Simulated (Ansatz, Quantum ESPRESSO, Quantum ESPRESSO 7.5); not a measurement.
**Work-function anisotropy of K**

Wanted: work functions of K face by face, under two functionals.

Method: plane-wave DFT, PBE, GBRV ultrasoft pseudopotentials (geometry and cross-check by Ansatz 0.2.0 with PAW datasets; geometry under PBE), in Quantum ESPRESSO 7.5.

The experiments to compare with:

“Anisotropic work function of elemental crystals” (2019, arxiv:1902.07811) quotes from earlier work for K (polycrystalline sample, no single face): work function, loosely compared (polycrystalline sample, no single face) 2.29 eV.

## Step 1: Set-up

The cell holds 7 atoms: 7 K. Cell: a = 4.529 Å, b = 4.529 Å, c = 38.189 Å, α = 90.0°, β = 90.0°, γ = 70.5°. It derives from K. Vacuum lies along c.

## Step 2: Relaxation with Ansatz of (110)

A relaxation in Ansatz fixes the structure of this slab for the runs on it.

File input.yaml:

```yaml
crystal:
  lattice:
    - [3.6981684656, -2.615, 0.0]
    - [3.6981684656, 2.615, 0.0]
    - [0.0, 0.0, 38.1890107936]
  atoms:
    - { symbol: K, position: [0.0, 0.0, 0.2094843473] }
    - { symbol: K, position: [0.5, 0.5, 0.3063228982] }
    - { symbol: K, position: [0.0, 0.0, 0.4031614491] }
    - { symbol: K, position: [0.5, 0.5, 0.5] }
    - { symbol: K, position: [0.0, 0.0, 0.5968385509] }
    - { symbol: K, position: [0.5, 0.5, 0.6936771018] }
    - { symbol: K, position: [0.0, 0.0, 0.7905156527] }
kpoints:
  mp_grid: { grid: [8, 8, 1] }
hamiltonian:
  xc: pbe
scf:
  occupations: { method: fermi_dirac, width: 0.1 }
  convergence: { dr2_threshold: 1.0e-08 }
efield:
  axis: 3
  dipole_correction: true
  ramp_position: 0.97
  ramp_width: 0.04
relax:
  f_tol: 0.01
  constraints: [{ sites: [2, 3, 4] }]
output:
  write_potential: true
  write_density: true
  volumetric_format: npy
```

Run with:

```console
ansatz run input.yaml --threads 4 --pin off --max-ram 8192MiB --backend cpu --events-out ev --progress --plain --runs-dir out
```

Numbers of over 12 decimals in the logs are rounded to 6 here.

What it wrote:

```text
Engine: ansatz 0.2.0, aarch64-unknown-linux-gnu
Pseudopotentials: kind: paw
Pseudopotential: K, paw, valence charge 9, recommended cutoff 420 eV (normal), K.paw.azcp
Functional definition: PBE
  parameter kappa = 0.804
  parameter beta = 0.066725
  exchange = pbe_x(kappa = kappa, mu = beta*pi^2/3)
  correlation = pbe_c(beta = beta)
Crystal: 7 atoms, lattice volume = 738.630 Å³
Basis set: ecut = 420 eV, 14523 PW (Γ), exchange–correlation on 64×64×512 points (8 copies of the dense FFT grid, shifted against one another)
Bands: 39, of which v1, the nominal top of the filled ones, is band 32 counted from 1 (31 counted from 0)
Symmetry: 4 space group operations
k-points: 21 of 64
Non-local potential: K, projectors of the file, l = 0: 3, l = 1: 2, l = 2: 2
PAW form: soft (Blöchl's): semilocal exchange-correlation on the pseudo side does not see the compensation charge
PAW one-centre angular grid: K, 110 points (default); XC on 64 Gauss nodes
Initial density: superposition of atomic densities (neutral atoms: chi_scale 0, normalization atom), corrected by the library's trained network
Initial wavefunctions: pseudopotential atomic-orbital guess
Functional: x = pbe(κ = 0.804, μ = 0.219515), c = pbe(β = 0.066725)
SCF iter   1: F=—  HF=-10764.314741 eV  |F-HF|=—  |Δ(HF+E_count)|=         —  Δρ=6.11e-4  dr2=3.07e-1  ethr=1.77e-3  p=0.002 e·Å  D=4.94e-4 V/Å  ΔV_dip=-0.02 eV  dr2_dipole=3.26e-3  V_vac-E_F(+/−)=2.59/2.61 eV  ⟨swp⟩=12.0  Hψ=4054  notcnv=0
efield: sawtooth ramp at fractional position 0.9700 (set: `efield.ramp_position`, or a place that a band, a saddle search or an elastic batch's reference lends), width 0.0400; the density the first Hamiltonian is built on has a dipole p = 0.002 e·Å; the dipole correction subtracts the counter field D = 4.94e-4 V/Å, which shifts the + side's vacuum level by -0.02 eV against the − side's; the planar-averaged density in the ramp window peaks in size at 5.7e-5 e/Å³
preconditioner: auto → LDOS  [metal: Δε(μ)=0.021 eV  Ē_g=1.863 eV  σ=0.100 eV  W_gap=0.05  n_scr=88 (ndim 8)  ℏωp=3.6 eV  f_vac=0.300  D(μ)=5.90/eV (n_scr^D=14)  β→1.0]
SCF iter   2: F=—  HF=-10764.307165 eV  |F-HF|=—  |Δ(HF+E_count)|=   7.58e-3  Δρ=2.09e-4  dr2=9.71e-4  ethr=4.88e-4  p=0.000 e·Å  D=2.04e-7 V/Å  ΔV_dip=-0.00 eV  dr2_dipole=1.19e-6  V_vac-E_F(+/−)=2.41/2.41 eV  ⟨swp⟩=1.1  Hψ=990  notcnv=0
SCF iter   3: F=—  HF=-10764.307336 eV  |F-HF|=—  |Δ(HF+E_count)|=   1.71e-4  Δρ=1.80e-4  dr2=2.87e-4  ethr=1.54e-6  p=0.000 e·Å  D=1.64e-5 V/Å  ΔV_dip=-0.00 eV  dr2_dipole=2.39e-9  V_vac-E_F(+/−)=2.40/2.40 eV  ⟨swp⟩=2.6  Hψ=1439  notcnv=0
SCF iter   4: F=—  HF=-10764.307294 eV  |F-HF|=—  |Δ(HF+E_count)|=   4.18e-5  Δρ=6.90e-5  dr2=7.66e-5  ethr=4.55e-7  p=0.000 e·Å  D=1.50e-5 V/Å  ΔV_dip=-0.00 eV  dr2_dipole=6.15e-8  V_vac-E_F(+/−)=2.40/2.40 eV  ⟨swp⟩=2.0  Hψ=1340  notcnv=0
SCF iter   5: F=—  HF=-10764.307333 eV  |F-HF|=—  |Δ(HF+E_count)|=   3.92e-5  Δρ=2.24e-5  dr2=8.05e-6  ethr=1.22e-7  p=0.000 e·Å  D=1.87e-5 V/Å  ΔV_dip=-0.00 eV  dr2_dipole=2.58e-8  V_vac-E_F(+/−)=2.39/2.39 eV  ⟨swp⟩=2.1  Hψ=1257  notcnv=0
SCF iter   6: F=—  HF=-10764.307661 eV  |F-HF|=—  |Δ(HF+E_count)|=   3.28e-4  Δρ=5.08e-6  dr2=4.82e-7  ethr=1.28e-8  p=0.000 e·Å  D=2.06e-5 V/Å  ΔV_dip=-0.00 eV  dr2_dipole=6.34e-10  V_vac-E_F(+/−)=2.39/2.39 eV  ⟨swp⟩=2.9  Hψ=1629  notcnv=0
SCF iter   7: F=—  HF=-10764.307661 eV  |F-HF|=—  |Δ(HF+E_count)|=   6.12e-8  Δρ=9.50e-7  dr2=2.50e-8  ethr=7.65e-10  p=0.000 e·Å  D=2.09e-5 V/Å  ΔV_dip=-0.00 eV  dr2_dipole=3.26e-10  V_vac-E_F(+/−)=2.39/2.39 eV  ⟨swp⟩=2.1  Hψ=1396  notcnv=0
SCF iter   8: F=-10764.307661 eV  HF=-10764.307661 eV  |F-HF|=4.64e-9  |Δ(HF+E_count)|=   6.58e-9  Δρ=7.44e-7  dr2=6.00e-9  ethr=1.59e-11  p=0.000 e·Å  D=2.10e-5 V/Å  ΔV_dip=-0.00 eV  dr2_dipole=2.58e-12  V_vac-E_F(+/−)=2.39/2.39 eV  ⟨swp⟩=9.1  Hψ=4894  notcnv=0
WARN: efield: at this solve's end the planar-averaged density reaches 1.51e-5 e/Å³ inside the ramp window [0.9438, 0.0362] (bound 1e-5 e/Å³); the window's nearer edge stands 5.85 Å from this solve's nearest atom along the axis. Its work functions, free energy, forces, stress, dipole, levels and responses can be off, and this figure does not tell by how much. A short vacuum, a low `basis.ecutwfc` or `basis.ecutrho_ratio` and negative occupations (`scf.occupations.method`) can put density there. See the manual's quickstart, § The vacuum guard
SCF 1 converged in 8 iterations: F = -10764.307661 eV  dr2 = 6.00e-9
  greatest PAW one-centre occupation: 0.988 electrons in one spin orbital (limit 2), on the K atom at site 6 (counted from 0), in its partial waves of l = 0
relax step   1: F+E_penalty+E_count = -10764.30766089 eV  Δ(F+E_penalty+E_count) = +0.000e0 eV  max|allowed force component| = 9.361e-3 eV/Å  Δτ_max = 0.0000 Å  (8 SCF iters, accepted)
NSCF: frozen V_eff on 21 k-points
the band table was solved once a step of the walk had ended and its energy, with any forces and stress, was formed, with the checks that follow a solve (4166 applications of the Hamiltonian). They found nothing against the state; the energy, forces and stress were not computed again (output.eigenvalues in the input reference)
WARN: The output density's exchange-correlation potential varies sharply where the density is thin. Do not read a vacuum level from v_tot or v_xc, or from such a field of the output density. On a cell that repeats whose density bears no net charge and no dipole along the vacuum's axis use v_es (v_loc + v_h of the components); under efield.dipole_correction with no amplitude use v_es + v_field, which holds any externa [...]
SCF converged after 8 iterations
Free energy (F): -10764.307661 eV
Harris-Foulkes:  -10764.307661 eV  (|F-HF|=4.64e-9)
Internal energy: -10764.114717 eV  (E = F + TS)
E sigma→0 (E₀):  -10764.211189 eV
Entropy (-TS):   -0.192943 eV (-27.563 meV/atom)
Fermi energy:    0.551667 eV
Dipole field:    D = 0.000022 V/Å  (p = 0.000090 e·Å, saw-weighted, corrected)
Work function:   Φ+ = 2.3894 eV   Φ− = 2.3905 eV
Levels:          The Fermi level and band energies are counted from a zero that moves with the ramp; work functions are not
Vacuum region:   at the solve's end the planar-averaged density reaches 1.51e-5 e/Å³ inside the ramp window [0.9438, 0.0362] (bound 1e-5 e/Å³)
--- Per-component energies (eV) ---
  E_band       = -1078.670467
  E_kinetic    = 1765.623036
  E_local      = -17945.791715  (includes V_loc(G=0)·N_el)
  E_nonlocal   = 90.681241
  E_hartree    = 8177.179152
  E_xc         = -936.259027
  E_vxc        = -1141.214583  (∫ρ·V_xc dr)
  E_paw        = -5472.969832  (= ΣΔE_a)
  E_vpaw       = -202.323338  (= ΣTr[D̂ρ^β])
  E_aug_tail   = -0.000024  (compensation charges beyond the density's cutoff)
  E_efield     = 0.000000  (sawtooth field / dipole correction)
  E_vefield    = -0.000532  (∫n·V_field dr)
  E_ewald      = 3557.422450
  E_smearing   = -0.192943  (= −TS)
  E_closure    = 0.000000  (closes the sum)
  Σ components = -10764.307661   (vs F -10764.307661, Δ=0.00e0)
--- Forces (eV/Å), atoms counted from 1 ---
  atom   1  K      0.00000000     0.00000000    -0.00478686
  atom   2  K      0.00000000     0.00000000    -0.00936100
  atom   3  K      0.00000000     0.00000000     0.00034200
  atom   4  K      0.00000000     0.00000000    -0.00000013
  atom   5  K      0.00000000     0.00000000    -0.00034224
  atom   6  K      0.00000000     0.00000000     0.00935972
  atom   7  K      0.00000000     0.00000000     0.00478765
  max |Σ_I F_I| component: 8.62e-7 eV/Å
--- Band table (eV; the first three rows and the last of 21) ---
  k-point 0: bands = [... 28 lower, -1.6004, -1.4545, -1.2115, -0.8714, -0.4498, 0.0365, 0.5539, 1.2091, ... 3 higher]
  k-point 1: bands = [... 28 lower, -1.4522, -1.3078, -1.0671, -0.7299, -0.3114, 0.1719, 0.6869, 1.2922, ... 3 higher]
  k-point 2: bands = [... 28 lower, -1.0192, -0.8797, -0.6465, -0.3187, 0.0895, 0.5616, 1.0641, 1.5400, ... 3 higher]
  k-point 20: bands = [... 28 lower, 1.0421, 1.1907, 1.2693, 1.3376, 1.4268, 1.4566, 1.6303, 1.7231, ... 3 higher]
--- Relaxed structure (1 steps of the walk, 1 accepted, 0 SCFs on fresh bases) ---
  F+E_penalty+E_count = -10764.30766089 eV   max|allowed force component| = 9.361e-3 eV/Å
  atoms:
    - { symbol: K, position: [0.0, 0.0, 0.2094843473] }
    - { symbol: K, position: [0.5, 0.5, 0.3063228982] }
    - { symbol: K, position: [0.0, 0.0, 0.4031614491] }
    - { symbol: K, position: [0.5, 0.5, 0.5] }
    - { symbol: K, position: [0.0, 0.0, 0.5968385509] }
    - { symbol: K, position: [0.5, 0.5, 0.6936771018] }
    - { symbol: K, position: [0.0, 0.0, 0.7905156527] }
```

The job ended after 15 s (4 threads of Arm Neoverse V2, shared host; peak memory 1.2 GiB).

The forces lay under the threshold from the start, so no ionic step was taken.

 Held were the atoms numbered 3, 4 and 5; the forces quoted are those on the free ones.

Numbers from this step:

| Property | Result |
| --- | --- |
| free energy | -10764.3077 eV |
| energy at zero smearing | -10764.2112 eV |
| smearing term TS | 0.1929 eV |
| Fermi energy | 0.5517 eV |
| symmetry operations | 4 |
| work function of the upper face | 2.389 eV |
| work function of the lower face | 2.390 eV |
| dipole along the normal | 9.03e-5 e·Å |

(Part 1 of 7 ends here.)

[Logs are printed without paths, hosts, clocks, repeated set-up lines and the standing remarks that a program may print on its own settings, such as how far it seeks lower states.]

[Hosts, paths, dates, database ids (printed as entryN), source tags and the programs' standing remarks are cut or masked in the printed files.]

[Maps of the electrostatic potential energy from Ansatz leave out the sawtooth potential of an applied field or a dipole correction, so their vacuum need not be flat; planar profiles and work functions include it.]
